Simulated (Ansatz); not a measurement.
# 2H-VSSe monolayer in a perpendicular field

What dipole does a perpendicular field induce in the 2H-VSSe monolayer? A positive field points along +c.

Calculated with Ansatz 0.2.0; plane-wave DFT, PBE-D3(BJ), Ansatz PAW.

**1. Starting point**

The cell holds 3 atoms: 1 Se, 1 V and 1 S. Cell: a = 3.250 Å, b = 3.250 Å, c = 37.766 Å, α = 90.0°, β = 90.0°, γ = 120.0°. Vacuum lies along c.

As a file:

```cif
data_structure
_symmetry_space_group_name_H-M 'P 1'
_symmetry_Int_Tables_number 1
_cell_length_a 3.2500
_cell_length_b 3.2500
_cell_length_c 37.7661
_cell_angle_alpha 90.000
_cell_angle_beta 90.000
_cell_angle_gamma 120.000
_cell_volume 345.46
loop_
_atom_site_label
_atom_site_type_symbol
_atom_site_fract_x
_atom_site_fract_y
_atom_site_fract_z
_atom_site_occupancy
Se1 Se 0.33333 0.66667 0.45543 1
V2 V 0.00000 0.00000 0.50298 1
S3 S 0.33333 0.66667 0.54457 1
```

**2. Relaxing the slab**

The starting cell is a guess, so the in-plane lattice and the atoms are relaxed first, with the slab cut off from its images along the normal.

File input.yaml:

```yaml
crystal:
  lattice:
    - [3.25, 0.0, 0.0]
    - [-1.625, 2.8145825623, 0.0]
    - [0.0, 0.0, 37.7660927913]
  atoms:
    - { symbol: Se, position: [0.3333333333, 0.6666666667, 0.4554349875] }
    - { symbol: V, position: [0.0, 0.0, 0.5029758306], spin: 1.0 }
    - { symbol: S, position: [0.3333333333, 0.6666666667, 0.5445650125] }
  periodic: [true, true, false]
magnetization:
  spin_polarized: true
kpoints:
  mp_grid: { grid: [12, 12, 1] }
hamiltonian:
  xc: pbe
  dispersion: d3bj
scf:
  occupations: { method: fermi_dirac, width: 0.05 }
  convergence: { dr2_threshold: 1.0e-09 }
relax:
  f_tol: 0.004
  max_steps: 90
  cell: {}
output:
  write_potential: true
  write_density: true
  volumetric_format: npy
```

Started as:

```bash
$ ansatz run input.yaml --threads 2 --pin off --max-ram 3072MiB --backend cpu --events-out ev --progress --plain --runs-dir out
```

Numbers of over 12 decimals in the logs are rounded to 6 here.

The log of the run:

```text
Warning: relax.cell: scf.convergence.dr2_threshold = 1e-9 eV is looser than the 1.6792382221e-10 eV advised for a relaxation that steers and ends on the stress (1e-10 eV for each atom of the cell: 3, times the square of relax.cell.stress_2d_tol = 0.05 N/m over 13.4 Å (the atoms' height at the walk's start and 5 Å past either face), 3.741e-2 GPa, over a crystal's default 0.05). What an SCF threshold leaves in a stress goes as its square root, and in the free energy as the threshold itself, and one threshold admits the most on a small cell: [figures from the program's tests cut] Set scf.convergence.dr2_threshold to 1.6792382221e-10 eV or tighter. [rest of the remark cut]
Engine: ansatz 0.2.0, x86_64-unknown-linux-gnu
Pseudopotentials: kind: paw
Pseudopotential: Se, paw, valence charge 16, recommended cutoff 420 eV (normal), Se.paw.azcp
Pseudopotential: V, paw, valence charge 13, recommended cutoff 420 eV (normal), V.paw.azcp
Pseudopotential: S, paw, valence charge 6, recommended cutoff 420 eV (normal), S.paw.azcp
Functional definition: PBE
  parameter kappa = 0.804
  parameter beta = 0.066725
  exchange = pbe_x(kappa = kappa, mu = beta*pi^2/3)
  correlation = pbe_c(beta = beta)
Crystal: 3 atoms, lattice volume = 345.461 Å³
Basis set: ecut = 420 eV, 6895 PW (Γ), exchange–correlation on 48×48×512 points (8 copies of the dense FFT grid, shifted against one another)
Bands: 22, of which v1, the nominal top of the filled ones, is band 18 counted from 1 (17 counted from 0)
Symmetry: 6 space group operations
Space group: P3m1 (ITA 156), of the structure as read, at distance tolerance 7.0e-5 Å
Magnetic group: BNS 156.49 (UNI 1279), of the structure as read, at distance tolerance 7.0e-5 Å
k-points: 19 of 144 (time reversal used)
Non-local potential: Se, projectors of the file, l = 0: 2, l = 1: 2, l = 2: 3, l = 3: 1
Non-local potential: V, projectors of the file, l = 0: 3, l = 1: 2, l = 2: 3, l = 3: 1
Non-local potential: S, projectors of the file, l = 0: 2, l = 1: 2, l = 2: 2
PAW form: soft (Blöchl's): semilocal exchange-correlation on the pseudo side does not see the compensation charge
PAW one-centre angular grid: Se, 590 points (default); XC on 64 Gauss nodes
PAW one-centre angular grid: V, 590 points (default); XC on 64 Gauss nodes
PAW one-centre angular grid: S, 110 points (default); XC on 64 Gauss nodes
Initial density: superposition of atomic densities (neutral atoms: chi_scale 0, normalization atom)
Starting moments: Σ|m| = 1 μB on 1 of 3 sites
Initial wavefunctions: pseudopotential atomic-orbital guess
Functional: x = pbe(κ = 0.804, μ = 0.219515), c = pbe(β = 0.066725)
SCF iter   1: F=—  HF=-9287.344345 eV  |F-HF|=—  |Δ(HF+E_count)|=         —  Δρ=1.24e-2 (↑1.24e-2 ↓1.01e-2)  dr2=2.47e0  dr2_m=2.83e-2  M=0.848 μB ∫|m|=1.030 μB  β_m=0.30  ethr=3.10e-3  ⟨swp⟩=14.6  Hψ=6321  notcnv=0
Mixer restart at iter 1: flushing history
preconditioner: auto → LDOS  [metal: Δε(μ)=0.119 eV  Ē_g=7.209 eV  σ=0.050 eV  W_gap=0.42  n_scr=22 (ndim 8)  ℏωp=8.2 eV  f_vac=0.801  D(μ)=1.33/eV (n_scr^D=10)]
spin=Collinear: LDOS preconditioning applied to the charge; magnetization (m = ρ↑ − ρ↓) channel mixes plain (no charge-response kernel on spin).
SCF iter   2: F=—  HF=-9286.660205 eV  |F-HF|=—  |Δ(HF+E_count)|=   6.84e-1  Δρ=6.21e-3 (↑6.21e-3 ↓6.05e-3)  dr2=5.09e-1  dr2_m=1.13e-2  M=0.881 μB ∫|m|=1.080 μB  β_m=0.40  ethr=3.10e-3  ⟨swp⟩=2.9  Hψ=1654  notcnv=0
SCF iter   3: F=—  HF=-9286.535169 eV  |F-HF|=—  |Δ(HF+E_count)|=   1.25e-1  Δρ=2.74e-3 (↑2.05e-3 ↓2.74e-3)  dr2=4.00e-2  dr2_m=4.14e-3  M=0.922 μB ∫|m|=1.135 μB  β_m=0.57  ethr=1.46e-3  ⟨swp⟩=3.4  Hψ=1890  notcnv=0
SCF iter   4: F=—  HF=-9286.575290 eV  |F-HF|=—  |Δ(HF+E_count)|=         —  Δρ=1.97e-3 (↑1.01e-3 ↓1.97e-3)  dr2=1.23e-2  dr2_m=5.57e-3  M=0.976 μB ∫|m|=1.253 μB  β_m=0.57  ethr=1.14e-4  ⟨swp⟩=3.6  Hψ=2045  notcnv=0
SCF iter   5: F=—  HF=-9286.581236 eV  |F-HF|=—  |Δ(HF+E_count)|=   5.95e-3  Δρ=1.07e-3 (↑7.92e-4 ↓1.07e-3)  dr2=1.40e-3  dr2_m=2.59e-3  M=0.987 μB ∫|m|=1.301 μB  β_m=0.78  ethr=3.52e-5  ⟨swp⟩=2.6  Hψ=1385  notcnv=0
SCF iter   6: F=—  HF=-9286.583378 eV  |F-HF|=—  |Δ(HF+E_count)|=         —  Δρ=7.32e-4 (↑7.32e-4 ↓3.73e-4)  dr2=1.07e-2  dr2_m=7.08e-4  M=0.991 μB ∫|m|=1.340 μB  β_m=0.78  ethr=3.99e-6  ⟨swp⟩=3.4  Hψ=1878  notcnv=0
SCF iter   7: F=—  HF=-9286.582861 eV  |F-HF|=—  |Δ(HF+E_count)|=   5.17e-4  Δρ=2.23e-4 (↑2.23e-4 ↓2.11e-4)  dr2=3.95e-3  dr2_m=3.94e-5  M=0.994 μB ∫|m|=1.371 μB  β_m=0.63  ethr=3.99e-6  ⟨swp⟩=3.2  Hψ=1632  notcnv=0
SCF iter   8: F=—  HF=-9286.582695 eV  |F-HF|=—  |Δ(HF+E_count)|=   1.66e-4  Δρ=6.57e-5 (↑4.91e-5 ↓6.57e-5)  dr2=1.61e-4  dr2_m=3.47e-6  M=0.993 μB ∫|m|=1.366 μB  β_m=0.78  ethr=3.99e-6  ⟨swp⟩=2.4  Hψ=1184  notcnv=0
SCF iter   9: F=—  HF=-9286.582704 eV  |F-HF|=—  |Δ(HF+E_count)|=   9.91e-6  Δρ=2.41e-5 (↑1.64e-5 ↓2.41e-5)  dr2=3.47e-5  dr2_m=2.41e-7  M=0.993 μB ∫|m|=1.366 μB  β_m=0.74  ethr=4.61e-7  ⟨swp⟩=2.1  Hψ=1184  notcnv=0
SCF iter  10: F=—  HF=-9286.582705 eV  |F-HF|=—  |Δ(HF+E_count)|=   2.71e-7  Δρ=7.01e-6 (↑3.94e-6 ↓7.01e-6)  dr2=3.43e-7  dr2_m=7.93e-8  M=0.993 μB ∫|m|=1.366 μB  β_m=0.73  ethr=9.91e-8  ⟨swp⟩=2.3  Hψ=1165  notcnv=0
SCF iter  11: F=—  HF=-9286.582705 eV  |F-HF|=—  |Δ(HF+E_count)|=   3.59e-9  Δρ=3.49e-6 (↑3.49e-6 ↓2.12e-6)  dr2=1.17e-7  dr2_m=1.40e-8  M=0.993 μB ∫|m|=1.367 μB  β_m=0.63  ethr=9.79e-10  ⟨swp⟩=3.6  Hψ=1806  notcnv=0
SCF iter  12: F=—  HF=-9286.582705 eV  |F-HF|=—  |Δ(HF+E_count)|=   6.06e-9  Δρ=9.29e-7 (↑9.29e-7 ↓7.78e-7)  dr2=7.67e-9  dr2_m=1.39e-9  M=0.993 μB ∫|m|=1.367 μB  β_m=0.77  ethr=3.34e-10  ⟨swp⟩=2.9  Hψ=1356  notcnv=0
SCF iter  13: F=—  HF=-9286.582705 eV  |F-HF|=—  |Δ(HF+E_count)|=   1.59e-8  Δρ=5.37e-7 (↑5.37e-7 ↓4.46e-7)  dr2=1.34e-8  dr2_m=7.65e-11  M=0.993 μB ∫|m|=1.367 μB  β_m=0.77  ethr=2.19e-11  ⟨swp⟩=3.3  Hψ=1884  notcnv=0
SCF iter  14: F=—  HF=-9286.582705 eV  |F-HF|=—  |Δ(HF+E_count)|=   2.10e-9  Δρ=1.38e-7 (↑1.38e-7 ↓1.21e-7)  dr2=4.35e-10  dr2_m=3.46e-11  M=0.993 μB ∫|m|=1.367 μB  β_m=0.81  ethr=2.19e-11  ⟨swp⟩=2.9  Hψ=1345  notcnv=0
SCF iter  15: F=-9286.582705 eV  HF=-9286.582705 eV  |F-HF|=3.51e-10  |Δ(HF+E_count)|=   1.37e-9  Δρ=9.55e-8 (↑9.55e-8 ↓4.98e-8)  dr2=9.31e-11  dr2_m=3.09e-12  M=0.993 μB ∫|m|=1.367 μB  ethr=1.24e-12  ⟨swp⟩=7.6  Hψ=5380  notcnv=0
SCF 1 converged in 15 iterations: F = -9286.582705 eV  dr2 = 9.31e-11
  greatest PAW one-centre occupation: 1.000 electrons in one spin orbital (limit 2), on the Se atom at site 0 (counted from 0), in its partial waves of l = 2
[...]
SCF iter  11: F=—  HF=-9286.872347 eV  |F-HF|=—  |Δ(HF+E_count)|=   1.60e-8  Δρ=1.43e-7 (↑1.43e-7 ↓1.16e-7)  dr2=1.26e-9  dr2_m=1.44e-11  M=0.938 μB ∫|m|=1.161 μB  β_m=0.87  ethr=9.37e-12  ⟨swp⟩=2.8  Hψ=1298  notcnv=0
SCF iter  12: F=—  HF=-9286.872347 eV  |F-HF|=—  |Δ(HF+E_count)|=   2.04e-9  Δρ=2.51e-8 (↑2.47e-8 ↓2.51e-8)  dr2=1.83e-11  dr2_m=1.20e-13  M=0.938 μB ∫|m|=1.161 μB  β_m=0.77  ethr=3.59e-12  ⟨swp⟩=2.6  Hψ=1169  notcnv=0
SCF iter  13: F=-9286.872347 eV  HF=-9286.872347 eV  |F-HF|=1.02e-10  |Δ(HF+E_count)|=  8.91e-11  Δρ=1.24e-8 (↑1.24e-8 ↓1.12e-8)  dr2=6.13e-12  dr2_m=2.02e-14  M=0.938 μB ∫|m|=1.161 μB  ethr=1.00e-12  ⟨swp⟩=7.2  Hψ=4832  notcnv=0
SCF 3 converged in 13 iterations: F = -9286.872347 eV  dr2 = 6.13e-12
relax step   3: F+E_penalty+E_count = -9286.87234699 eV  Δ(F+E_penalty+E_count) = -4.154e-2 eV  max|allowed force component| = 1.891e-1 eV/Å  Δτ_max = 0.0609 Å  P = -0.627 N/m  Ω = 341.232 Å³  energy of the carried Pulay correction = +9.382e-5 eV  fix = [c, alpha, beta]  reactions: c -0.000 N/m  (13 SCF iters, accepted)
[...]
relax step   4: F+E_penalty+E_count = -9286.87477809 eV  Δ(F+E_penalty+E_count) = -2.431e-3 eV  max|allowed force component| = 4.048e-2 eV/Å  Δτ_max = 0.0065 Å  P = -0.098 N/m  Ω = 339.181 Å³  energy of the carried Pulay correction = +1.397e-4 eV  fix = [c, alpha, beta]  reactions: c -0.000 N/m  (10 SCF iters, accepted)
[...]
relax step   5: F+E_penalty+E_count = -9286.87487347 eV  Δ(F+E_penalty+E_count) = -9.538e-5 eV  max|allowed force component| = 2.788e-3 eV/Å  Δτ_max = 0.0022 Å  P = +0.003 N/m  Ω = 338.869 Å³  energy of the carried Pulay correction = +1.467e-4 eV  fix = [c, alpha, beta]  reactions: c +0.000 N/m  (10 SCF iters, accepted)
Initial wavefunctions: pseudopotential atomic-orbital guess (no wavefunctions were taken with the density)
iter 1 solved again at ethr=2.38e-8 eV; its pass at ethr=3.10e-3 eV (dr2=8.34e-6 eV) is discarded
SCF iter   1: F=—  HF=-9286.874713 eV  |F-HF|=—  |Δ(HF+E_count)|=         —  Δρ=4.73e-6 (↑4.44e-6 ↓4.73e-6)  dr2=1.54e-7  dr2_m=1.72e-9  M=0.914 μB ∫|m|=1.118 μB  β_m=0.65  ethr=2.38e-8  ⟨swp⟩=7.4  Hψ=10697  notcnv=0
preconditioner: auto → LDOS  [metal: Δε(μ)=0.081 eV  Ē_g=7.216 eV  σ=0.050 eV  W_gap=0.34  n_scr=18 (ndim 8)  ℏωp=8.3 eV  f_vac=0.813  D(μ)=0.99/eV (n_scr^D=8)]
spin=Collinear: LDOS preconditioning applied to the charge; magnetization (m = ρ↑ − ρ↓) channel mixes plain (no charge-response kernel on spin).
SCF iter   2: F=—  HF=-9286.874707 eV  |F-HF|=—  |Δ(HF+E_count)|=   6.73e-6  Δρ=2.11e-6 (↑2.11e-6 ↓2.06e-6)  dr2=1.86e-7  dr2_m=3.86e-10  M=0.914 μB ∫|m|=1.118 μB  β_m=0.47  ethr=4.40e-10  ⟨swp⟩=3.0  Hψ=1722  notcnv=0
SCF iter   3: F=—  HF=-9286.874707 eV  |F-HF|=—  |Δ(HF+E_count)|=   7.59e-9  Δρ=1.61e-6 (↑1.61e-6 ↓1.39e-6)  dr2=4.08e-8  dr2_m=3.54e-10  M=0.914 μB ∫|m|=1.118 μB  β_m=0.45  ethr=4.40e-10  ⟨swp⟩=2.7  Hψ=1140  notcnv=0
SCF iter   4: F=—  HF=-9286.874707 eV  |F-HF|=—  |Δ(HF+E_count)|=   1.35e-8  Δρ=6.21e-7 (↑6.21e-7 ↓5.87e-7)  dr2=2.21e-9  dr2_m=3.54e-11  M=0.914 μB ∫|m|=1.118 μB  β_m=0.52  ethr=1.17e-10  ⟨swp⟩=2.2  Hψ=1147  notcnv=0
SCF iter   5: F=—  HF=-9286.874707 eV  |F-HF|=—  |Δ(HF+E_count)|=   2.27e-8  Δρ=2.52e-7 (↑2.52e-7 ↓2.12e-7)  dr2=3.56e-10  dr2_m=8.27e-12  M=0.914 μB ∫|m|=1.118 μB  β_m=0.59  ethr=6.30e-12  ⟨swp⟩=3.3  Hψ=1818  notcnv=0
SCF iter   6: F=-9286.874707 eV  HF=-9286.874707 eV  |F-HF|=2.36e-9  |Δ(HF+E_count)|=   1.12e-8  Δρ=9.79e-8 (↑9.79e-8 ↓7.41e-8)  dr2=1.30e-10  dr2_m=1.88e-12  M=0.914 μB ∫|m|=1.118 μB  ethr=1.02e-12  ⟨swp⟩=9.5  Hψ=5949  notcnv=0
SCF 6 converged in 6 iterations: F = -9286.874707 eV  dr2 = 1.30e-10
relax step   6: F+E_penalty+E_count = -9286.87470664 eV  Δ(F+E_penalty+E_count) = +1.668e-4 eV  max|allowed force component| = 2.757e-3 eV/Å  Δτ_max = 0.0000 Å  P = +0.005 N/m  Ω = 338.869 Å³  fix = [c, alpha, beta]  reactions: c +0.000 N/m  stress off target by 5.29e-3 N/m on what of the cell is left free  SCF on the basis re-selected at this cell (its energy is not comparable with the rows above)  (6 SCF iters)
basis re-selected at this cell: Δ(F+E_penalty+E_count) = +1.668e-4 eV, ΔP = +0.002 N/m vs the last step (what re-selecting the basis moved, of the pressure what is left beyond the Pulay correction that the steps carried, after the strain that the cell walked since its last selection, with what the two solves' SCF thresholds leave and, on support functions, any second-order correction that the steps lacked; it is no m [...]
WARN: The output density's exchange-correlation potential varies sharply where the density is thin. Do not read a vacuum level from v_tot or v_xc, or from such a field of the output density. On a cell that repeats whose density bears no net charge and no dipole along the vacuum's axis use v_es (v_loc + v_h of the components); under efield.dipole_correction with no amplitude use v_es + v_field, which holds any externa [...]
SCF converged after 6 iterations
Magnetization: 0.9143 μB (17.9572 up, 17.0428 down)
Absolute magnetization: 1.1143 μB (∫|ρ↑−ρ↓|, with the PAW one-centre terms)
Spin contamination: 0.0203 ħ² per cell (⟨S²⟩ above its minimum at these occupations)
Per-site moments (μB) at R_I (Å): [(-0.047794, 1.028682), (0.749005, 0.965552), (-0.00134752, 0.965552)]
Free energy (F): -9286.874707 eV
Harris-Foulkes:  -9286.874707 eV  (|F-HF|=2.36e-9)
Internal energy: -9286.866520 eV  (E = F + TS)
E sigma→0 (E₀):  -9286.870613 eV
Entropy (-TS):   -0.008187 eV (-2.729 meV/atom)
Fermi energy:    -5.568375 eV
--- Per-component energies (eV) ---
  E_band       = -1111.171394
  E_kinetic    = 562.761642
  E_local      = -102380.586475  (includes V_loc(G=0)·N_el)
  E_nonlocal   = -613.131190
  E_hartree    = 50827.551017
  E_xc         = -332.436729
  E_vxc        = -351.848779  (∫ρ·V_xc dr)
  E_paw        = -3624.168405  (= ΣΔE_a)
  E_vpaw       = 16.532667  (= ΣTr[D̂ρ^β])
  E_aug_tail   = -0.000334  (compensation charges beyond the density's cutoff)
  E_ewald      = 46274.079573
  E_disp       = -0.935617  (pairwise vdW)
  E_smearing   = -0.008187  (= −TS)
  E_closure    = -0.000000  (closes the sum)
  Σ components = -9286.874707   (vs F -9286.874707, Δ=0.00e0)
--- Forces (eV/Å), atoms counted from 1 ---
  atom   1  Se     0.00000000    -0.00000000     0.00021054
  atom   2  V      0.00000000     0.00000000    -0.00275675
  atom   3  S      0.00000000    -0.00000000     0.00254583
  max |Σ_I F_I| component: 3.74e-7 eV/Å
--- 2D stress c σ (N/m, compression-positive) ---
        0.005290       0.000000       0.000000
        0.000000       0.005290       0.000000
        0.000000       0.000000       0.000000
  P = ½ c Tr σ = 0.0053 N/m
--- Band table (eV; the first three rows and the last of 38) ---
  k-point 0 ↑: bands = [... 14 lower, -7.3581, -6.3940, -6.3940, -5.5109, -2.9875, -2.9875, -2.6879, -2.6879]
  k-point 1 ↑: bands = [... 14 lower, -7.3934, -6.4971, -6.4552, -5.5473, -3.2087, -3.1278, -2.9992, -2.7496]
  k-point 2 ↑: bands = [... 14 lower, -7.6049, -6.7016, -6.6623, -5.7214, -3.8455, -3.4335, -3.3157, -2.6282]
  k-point 18 ↓: bands = [... 14 lower, -8.8080, -8.6978, -6.9879, -4.8621, -3.7635, -3.0366, -2.7596, -1.8107]
  the weakly bound empty levels are not read free of the cell's end (no_gap_told)
--- Relaxed structure (5 steps of the walk, 5 accepted, 1 SCFs on fresh bases) ---
  F+E_penalty+E_count = -9286.87470664 eV   max|allowed force component| = 2.757e-3 eV/Å   (the final SCF, on the basis selected at the relaxed cell)
  cell:  # Å, volume = 338.8690 Å³
    - [3.218841, 0, 0]
    - [-1.609421, 2.787598, 0]
    - [0, 0, 37.7660927913]
  atoms:
    - { symbol: Se, position: [0.333333, 0.666667, 0.459076] }
    - { symbol: V, position: [2.2743416583650694e-19, -3.700743415524894e-17, 0.503108] }
    - { symbol: S, position: [0.333333, 0.666667, 0.540792] }
```

Run time: 75 s. Hardware: 2 threads of Intel Xeon Platinum 8375C at 2.90GHz (Ice Lake), shared host; peak memory 0.78 GiB.

Step by step:

```tsv
step	energy less that of the first step (eV)	largest force component (eV/Å)	volume (Å³)
1	0.0000	1.9252	345.46
2	-0.2481	0.9526	346.63
3	-0.2896	0.1891	341.23
4	-0.2921	0.0405	339.18
5	-0.2922	0.0028	338.87
6*	-0.2920	0.0028	338.87
```

Relaxation steps marked * repeat the geometry before them on a plane-wave basis chosen anew for their cell, so energy and pressure can jump there.

The run keeps the 6 symmetry operations that it works with, so distortions that break them were not tested.

```tsv
cell as run	before	after	change
a (Å)	3.250	3.219	-1.0 %
b (Å)	3.250	3.219	-1.0 %
```

The atoms that moved most (Å, along periodic axes as changes of fractional coordinates times the final cell, across vacuum about the mean position):

```tsv
atom	dx	dy	dz	length
S3	0.000	0.000	-0.143	0.143
Se1	0.000	0.000	0.138	0.138
```

Final coordinates:

```
Se V S
1.0
     3.21884    0.00000    0.00000
    -1.60942    2.78760    0.00000
     0.00000    0.00000   37.76609
Se V S
1 1 1
Cartesian
  0.0000 1.8584 17.3375
  0.0000 0.0000 19.0004
  0.0000 1.8584 20.4236
```

Numbers from this step:

- energy at zero smearing: -9286.8706 eV
- total moment: 0.9143 μB
- site moments: -0.04779, 0.7490, -0.001348 μB

Site moment by atom:

```tsv
atom	site moment (μB)
Se1	-0.048
V2	0.749
S3	-0.001
```

The lattice constant a goes from 3.250 to 3.219 Å.

[end of part 1 of 2]

[Logs are printed without paths, hosts, clocks, repeated set-up lines and the standing remarks that a program may print on its own settings, such as how far it seeks lower states.]

[Hosts, paths, dates, database ids (printed as entryN), source tags and the programs' standing remarks are cut or masked in the printed files.]

[Maps of the electrostatic potential energy from Ansatz leave out the sawtooth potential of an applied field or a dipole correction, so their vacuum need not be flat; planar profiles and work functions include it.]
